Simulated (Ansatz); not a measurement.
# K chain started as a zigzag: period, moment and channels by functional, part 2 of 2

How many channels does the K chain started as a zigzag carry, and how sure is the answer?

Ansatz 0.2.0; DFT PBE, plane waves, PAW; relaxation of a chain's period (the session's first sound run).

So far, channels at the energy nearest the Fermi level, one spin: 2 in steps 3, 5 and 7.

In doubt: warnings of the run leave room for a lower electronic state (steps 2, 4, 6, 11), so energies may not be the lowest and differences between runs may mislead.

## (8) The relaxed wire

This step: DFT LDA, plane waves, PAW; relaxation of a chain's period (Ansatz 0.2.0).

The relaxation is repeated under another functional. LDA has no gradient terms and tends to overbind, so it marks the short end of the likely bond lengths.

File input.yaml:

```yaml
crystal:
  lattice:
    - [13.5, 0.0, 0.0]
    - [0.0, 12.0, 0.0]
    - [0.0, 0.0, 6.8110577313]
  atoms:
    - { symbol: K, position: [0.432935118, 0.5, 0.0], spin: 0.5 }
    - { symbol: K, position: [0.567064882, 0.5, 0.5], spin: 0.5 }
magnetization:
  spin_polarized: true
kpoints:
  mp_grid: { grid: [1, 1, 12] }
scf:
  occupations: { method: fermi_dirac, width: 0.05 }
hamiltonian:
  xc: lda
relax:
  cell: { fix: [a, b, alpha, beta, gamma] }
  max_steps: 60
```

Started as:

```console
> ansatz run input.yaml --threads 4 --pin off --max-ram 16384MiB --backend cpu --events-out ev --progress --plain --runs-dir out
```

Run time: 64 s. Hardware: 4 threads of Arm Neoverse V1, shared host; peak memory 1 GiB.

Step by step:

```csv
step,energy less that of the first step (eV),largest force component (eV/Å),pressure (GPa),volume (Å³)
1,0.0000,0.1097,0.02,1103.39
2,-0.0054,0.1002,0.02,1102.71
3,-0.0294,0.0224,-0.01,1095.21
4,-0.0330,0.0157,-0.03,1085.51
5,-0.0453,0.0072,-0.02,1050.02
6,-0.0639,0.0041,-0.03,996.19
7,-0.0814,0.0063,-0.02,943.64
8,-0.1070,0.0206,-0.03,888.95
9,-0.1429,0.0015,-0.04,833.91
10,-0.1745,0.0381,-0.02,781.22
11,-0.2173,0.0402,-0.02,726.43
12,-0.2287,0.0269,0.01,671.32
13,-0.2135,0.1270,0.07,672.42
14,-0.2324,0.0072,-0.01,695.86
15,-0.2330,0.0007,0.00,688.96
16*,-0.2329,0.0007,0.00,688.96
```

Relaxation steps marked * repeat the geometry before them on a plane-wave basis chosen anew for their cell, so energy and pressure can jump there. Relaxation step 13 was tried and not accepted.

The run keeps the 8 symmetry operations that it works with, so distortions that break them were not tested.

```csv
cell as run,before,after,change
c (Å),6.811,4.253,-37.6 %
```

The atoms that moved most (Å, along periodic axes as changes of fractional coordinates times the final cell, across vacuum about the mean position):

```csv
atom,dx,dy,dz,length
K1,-0.984,0.000,0.000,0.984
K2,0.984,0.000,0.000,0.984
```

Final coordinates:

```xyz
2
Lattice="13.5000 0.0000 0.0000 0.0000 12.0000 0.0000 0.0000 0.0000 4.2528" Properties=species:S:1:pos:R:3
K     4.8611    6.0000    0.0000
K     8.6389    6.0000    2.1264
```

The cell's length comes to 4.253 Å, -5.1 % against the first run, with no moment. That is -38 % against the start, more than a small adjustment.

The cell shrank by 37.6 % in its periodic edges. From the first step to the last the energy fell by 0.233 eV, across changes of basis, and the largest move was 0.98 Å (K1 and 1 other atom alike).

## (9) Bands of the perfect wire, level LDA, k-mesh 1×1×19

This step: DFT LDA, plane waves, PAW; channels and complex bands of a perfect chain (Ansatz 0.2.0).

The channels are counted again under LDA, at the period that it gave.

File input.yaml:

```yaml
crystal:
  lattice:
    - [13.5, 0.0, 0.0]
    - [0.0, 12.0, 0.0]
    - [0.0, 0.0, 4.2528156903]
  atoms:
    - { symbol: K, position: [0.360081257, 0.5, 0.0] }
    - { symbol: K, position: [0.639918743, 0.5, 0.5] }
kpoints:
  mp_grid: { grid: [1, 1, 19] }
  band_path: { path: ["Γ", Z], npoints: 60 }
scf:
  occupations: { method: fermi_dirac, width: 0.05 }
hamiltonian:
  xc: lda
output:
  transmission:
    e_range: [-2, 2]
    de: 0.035
    kmesh: [1, 1]
    reduced_basis: true
    leads: [[0, 0]]
  dos: { projected: true, e_range: [-6, 4] }
```

The job ended after 1.7 min (4 threads; peak memory 1.3 GiB).

At the computed energy nearest the Fermi level there are 2 channels a spin, and the thermal average gives 2.00 G₀.

## (10) Comparing the runs

Times are for 4 threads of Arm Neoverse V1, shared host. The runs compared:

```csv
no.,level,conductance of the lead as this run defines it (G₀),time,memory (GiB)
1,PBE,1.998,1.9 min,1.5
2,PBEsol,1.997,2 min,1.4
3,RPBE,1.996,2.1 min,1.5
4,LDA,1.999,1.7 min,1.3
```

The runs together. Table of open channels of the lead by energy, zero at the Fermi level:

```csv
energy (eV),PBE,PBEsol,RPBE,LDA
-1.2650,0,0,0,0
-0.9850,1,1,1,1
-0.7400,1,1,1,1
-0.4950,1,1,1,1
-0.2500,1,1,1,1
-0.0050,2,2,2,2
0.2400,2,2,2,2
0.4850,2,2,2,2
0.7650,2,2,2,2
1.0100,4,4,4,4
1.2550,2,2,2,4
1.5000,4,4,4,4
1.7450,6,6,6,6
```

## (11) The relaxed wire, cutoff 850 eV

This step: DFT PBE, plane waves, norm-conserving; relaxation of a chain's period (Ansatz 0.2.0).

The same functional on other atomic datasets tests how far the result hangs on the treatment of the cores. Against the first PBE run of this kind, the cutoff is 850 eV against 420.

File input.yaml:

```yaml
crystal:
  lattice:
    - [13.5, 0.0, 0.0]
    - [0.0, 12.0, 0.0]
    - [0.0, 0.0, 6.8110577313]
  atoms:
    - { symbol: K, position: [0.432935118, 0.5, 0.0], spin: 0.5 }
    - { symbol: K, position: [0.567064882, 0.5, 0.5], spin: 0.5 }
magnetization:
  spin_polarized: true
kpoints:
  mp_grid: { grid: [1, 1, 12] }
scf:
  occupations: { method: fermi_dirac, width: 0.05 }
hamiltonian:
  xc: pbe
  pseudopotentials: { kind: nc }
relax:
  cell: { fix: [a, b, alpha, beta, gamma] }
  max_steps: 60
```

It took 4.1 min on 4 threads; peak memory 2.7 GiB; 16 min of CPU time.

The cell's length comes to 4.483 Å, -0.0 % against the first run, with no moment. That is -34 % against the start, more than a small adjustment.

## (12) Relaxing the period

This step: DFT PBE, plane waves, PAW; relaxation of a chain's period (Ansatz 0.2.0).

No moment formed, so a run without spin should agree; this checks it and saves time.

input.yaml, the sections that differ from step 11:

```yaml
crystal:
  lattice:
    - [13.5, 0.0, 0.0]
    - [0.0, 12.0, 0.0]
    - [0.0, 0.0, 6.8110577313]
  atoms:
    - { symbol: K, position: [0.432935118, 0.5, 0.0] }
    - { symbol: K, position: [0.567064882, 0.5, 0.5] }
hamiltonian:
  xc: pbe
# kpoints, scf, relax: as in step 11
# magnetization: removed
```

The job ended after 28 s (4 threads; peak memory 0.98 GiB).

The cell's length comes to 4.483 Å, -0.0 % against the first run, with spin left out. That is -34 % against the start, more than a small adjustment.

## (13) Comparing the runs

Times are for 4 threads of Arm Neoverse V1, shared host. The series side by side:

```csv
no.,level,cell length along the wire (Å),time,memory (GiB)
1,PBE,4.483,77 s,1.2
2,PBEsol,4.432,82 s,1.2
3,RPBE,4.589,1.8 min,1.2
4,LDA,4.253,64 s,1.0
5,"PBE, NC files",4.483,4.1 min,2.7
6,"PBE, no spin",4.483,28 s,0.98
```

## (14) A repeat with changed settings

This step: DFT PBE, plane waves, PAW; channels and complex bands of a perfect chain; changed: output.transmission.reduced_basis = false, output.transmission.e_range = [0, 2], output.transmission.de = 0.05 (Ansatz 0.2.0).

The atoms of the run on the perfect lead (PBE) are kept and the input is varied, to see whether the result depends on it. The ELF is not written this time.

File input.yaml:

```yaml
crystal:
  lattice:
    - [13.5, 0.0, 0.0]
    - [0.0, 12.0, 0.0]
    - [0.0, 0.0, 4.4829717051]
  atoms:
    - { symbol: K, position: [0.35476987, 0.5, 0.0] }
    - { symbol: K, position: [0.64523013, 0.5, 0.5] }
kpoints:
  mp_grid: { grid: [1, 1, 18] }
  band_path: { path: ["Γ", Z], npoints: 60 }
scf:
  occupations: { method: fermi_dirac, width: 0.05 }
hamiltonian:
  xc: pbe
output:
  transmission:
    e_range: [0, 2]
    de: 0.05
    kmesh: [1, 1]
    reduced_basis: false
    leads: [[0, 0]]
  dos: { projected: true, e_range: [-6, 4] }
  write_potential: true
  write_density: true
  volumetric_format: npy
```

It took 16 min on 4 threads; peak memory 11 GiB.

Numbers from this step:

```yaml
energy_at_zero_smearing: -3074.8043 eV
```

Open channels of the lead, one spin against energy, zero at the Fermi level:

```csv
energy (eV),"open channels of the lead, one spin"
0.000,2
0.050,2
0.100,2
0.150,2
0.200,2
0.250,2
0.300,2
0.400,2
0.450,2
0.500,2
0.550,2
0.600,2
0.650,2
0.700,2
0.750,2
0.800,3
0.850,3
0.900,4
0.950,4
1.050,4
1.100,4
1.150,4
1.200,4
1.250,2
1.300,2
1.350,2
1.400,4
1.450,4
1.500,4
1.550,4
1.600,4
1.700,6
1.750,6
1.800,6
1.850,6
1.900,4
1.950,4
2.000,4
```

It took 16 min against 1.9 min for the run it varies; the program gives no conductance for this window, step and temperature, so that result is lost.

The channels at the energy nearest the Fermi level, one spin stays within 0.2 % plus 0.001 of the run it varies.

## (15) The same system on other settings: output.transmission.temperature = 150.0

This step: DFT PBE, plane waves, PAW; channels and complex bands of a perfect chain; changed: output.transmission.temperature = 150.0 (Ansatz 0.2.0).

Changes to input.yaml since step 14:

```diff
@@ -17,7 +17,8 @@
   transmission:
-    e_range: [0, 2]
-    de: 0.05
+    e_range: [-2, 2]
+    de: 0.035
     kmesh: [1, 1]
-    reduced_basis: false
+    reduced_basis: true
     leads: [[0, 0]]
+    temperature: 150.0
   dos: { projected: true, e_range: [-6, 4] }
```

Elapsed: 2.1 min, on 4 threads; peak memory 1.4 GiB; 7.2 min of CPU time.

It took 2.1 min against 1.9 min for the run it varies; the program gives no conductance for this window, step and temperature, so that result is lost.

The channels at the energy nearest the Fermi level, one spin stays within 0.2 % plus 0.001 of the run it varies.

## (16) Summary of results

```json
{"cell length, PBE": "4.483 Å", "cell length, PBEsol": "4.432 Å", "cell length, RPBE": "4.589 Å", "cell length, LDA": "4.253 Å", "cell length, PBE, NC files": "4.483 Å", "cell length, PBE, no spin": "4.483 Å", "conductance, PBE": "2.00 G₀", "conductance, PBEsol": "2.00 G₀", "conductance, RPBE": "2.00 G₀", "conductance, LDA": "2.00 G₀"}
```

**Reading.** Under PBE the cell's length is 4.48 Å, no moment survives, and it is a metal with 2 channels a spin next to the Fermi level, 2.00 G₀ at 300 K. The cell's length spans 7.9 % over the functionals, shortest under LDA and longest under RPBE. A perfect wire passes every open channel, so the conductance counts half a G₀ for each forward-moving state at the Fermi level, spin by spin. At the relaxed period it forms two rows 3.92 Å apart, with 4.52 Å between atoms of unlike rows and 4.48 Å along a row: a strip of triangles. Transport is coherent and elastic here: the atoms are frozen, so scattering by vibrations plays no part.

[Logs are printed without paths, hosts, clocks, repeated set-up lines and the standing remarks that a program may print on its own settings, such as how far it seeks lower states.]

[Hosts, paths, dates, database ids (printed as entryN), source tags and the programs' standing remarks are cut or masked in the printed files.]
